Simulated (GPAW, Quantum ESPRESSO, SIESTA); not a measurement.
**Zincblende InAs from compression to expansion (PBE)**

Aim: the equation of state of zincblende InAs at PBE, from a volume scan solved by several programs.

Values are calculated unless marked as measured.

## 1. Set-up

The cell holds 2 atoms (1 In and 1 As). It starts from typed lattice constants, and its volume is changed by -8 to +8 %. Symmetry fixes shape and atoms, so all levels solve the scaled cells as they are.

## 2. One input

Quantum ESPRESSO 7.5: Kohn-Sham DFT, PBE, GBRV 1.5 ultrasoft pseudopotentials, plane waves. Its pw.in for the cell at +0 %:

```
&control
  calculation = 'scf'
  pseudo_dir = './pseudo'
  outdir = './tmp'
  disk_io = 'none'
  tprnfor = .true.
  tstress = .true.
/
&system
  ibrav = 0
  nat = 2
  ntyp = 2
  ecutwfc = 45
  ecutrho = 270
  occupations = 'smearing'
  smearing = 'fd'
  degauss = 0.000735
/
&electrons
  conv_thr = 1.0e-08
  electron_maxstep = 100
  mixing_beta = 0.7
  mixing_mode = 'plain'
  diagonalization = 'david'
/
ATOMIC_SPECIES
In 114.818 In.upf
As 74.922 As.upf
CELL_PARAMETERS angstrom
0.00000 3.09500 3.09500
3.09500 0.00000 3.09500
3.09500 3.09500 0.00000
ATOMIC_POSITIONS crystal
In 0.00000 0.00000 0.00000
As 0.25000 0.25000 0.25000
K_POINTS automatic
6 6 6 0 0 0
```

Elapsed: 6.8 s, on 2 MPI ranks of Arm Neoverse V2, shared host; peak memory 0.2 GiB.

## 3. The levels

| level | basis or training data | k-meshes | runs finished | CPU time | peak memory (GiB) |
| --- | --- | --- | --- | --- | --- |
| QE, PBE (reference) | plane waves, GBRV 1.5 ultrasoft, 45/270 Ry | 6×6×6 | 9 of 9 | 2 min | 0.22 |
| GPAW plane waves, PBE | plane waves, PAW, 650 eV | 6×6×6 | 9 of 9 | 2.6 min | 0.38 |
| SIESTA DZP, PBE | DZP orbitals, shift 0.01 Ry, mesh 400 Ry | 6×6×6 | 9 of 9 | 3.2 min | 0.44 |

CPU times are sums over a level's finished runs on a shared host, and rough.

## 4. Energy and pressure

Energy over each level's lowest row (meV an atom), then pressure (GPa):

```tsv
volume change (%)	volume (Å³/atom)	E, QE, PBE	E, GPAW plane waves, PBE	E, SIESTA DZP, PBE	P, QE, PBE	P, GPAW plane waves, PBE	P, SIESTA DZP, PBE
-8	27.275	34.85	30.24	38.40	4.53	4.68	4.87
-6	27.868	19.00	15.63	22.41	3.08	3.23	3.71
-4	28.461	8.11	6.08	11.04	1.78	1.94	2.47
-2	29.054	2.05	1.04	4.02	0.62	0.79	1.41
+0	29.647	0.00	0.00	0.45	-0.40	-0.23	0.55
+2	30.240	1.42	2.53	0.00	-1.32	-1.13	-0.27
+4	30.833	6.31	8.23	2.50	-2.13	-1.94	-1.07
+6	31.426	13.84	16.75	7.63	-2.85	-2.66	-1.67
+8	32.019	24.00	27.78	14.84	-3.49	-3.30	-2.22
```

## 5. Fits

Third-order Birch–Murnaghan fits: the energy is a cubic in V^(−2/3), fitted to the energies of the rows that share one k-mesh, or through its derivative to the printed pressures. A tick marks the fit quoted below: that to energies where it misses by under 0.12 meV an atom, else that to pressures.

```
                level           fitted to  V0 (Å³/atom)  a (Å)  B0 (GPa)    B′    r.m.s. miss
              QE, PBE  energies, 9 rows ✓        29.679  6.192      48.6  4.96  0.05 meV/atom
              QE, PBE   pressures, 9 rows        29.406  6.173      50.3  4.80       0.00 GPa
GPAW plane waves, PBE  energies, 9 rows ✓        29.513  6.181      49.2  4.82  0.00 meV/atom
GPAW plane waves, PBE   pressures, 9 rows        29.510  6.180      49.2  4.82       0.00 GPa
      SIESTA DZP, PBE  energies, 9 rows ✓        30.006  6.215      40.8  5.22  0.06 meV/atom
      SIESTA DZP, PBE   pressures, 9 rows        30.024  6.216      40.7  4.75       0.04 GPa
```

## 6. Findings

From its energies, the reference gives V0 = 29.679 Å³ an atom (a = 6.192 Å), B0 = 49 GPa and B′ = 5.0. GPAW plane waves, PBE (energies) lies -0.56 % from it in volume and +1.2 % in bulk modulus. SIESTA DZP, PBE (energies) lies +1.10 % from it in volume and -16.1 % in bulk modulus. Pressures and energies put V0 over 0.3 % apart for QE, PBE (-0.9 %), so stress and energy aren't fully consistent there.

Caveats: The nuclei are static, without zero-point or thermal motion. Spin–orbit coupling is left out. SIESTA's automatically made basis is far from complete, and its potentials were converted by us (checked for H, C, O, Si, Ge and Ca alone). The DFT runs use Fermi–Dirac occupations of width 0.01 eV, and energies are free energies.

[Logs are printed without paths, hosts, clocks, repeated set-up lines and the standing remarks that a program may print on its own settings, such as how far it seeks lower states.]

[Hosts, paths, dates, database ids (printed as entryN), source tags and the programs' standing remarks are cut or masked in the printed files.]
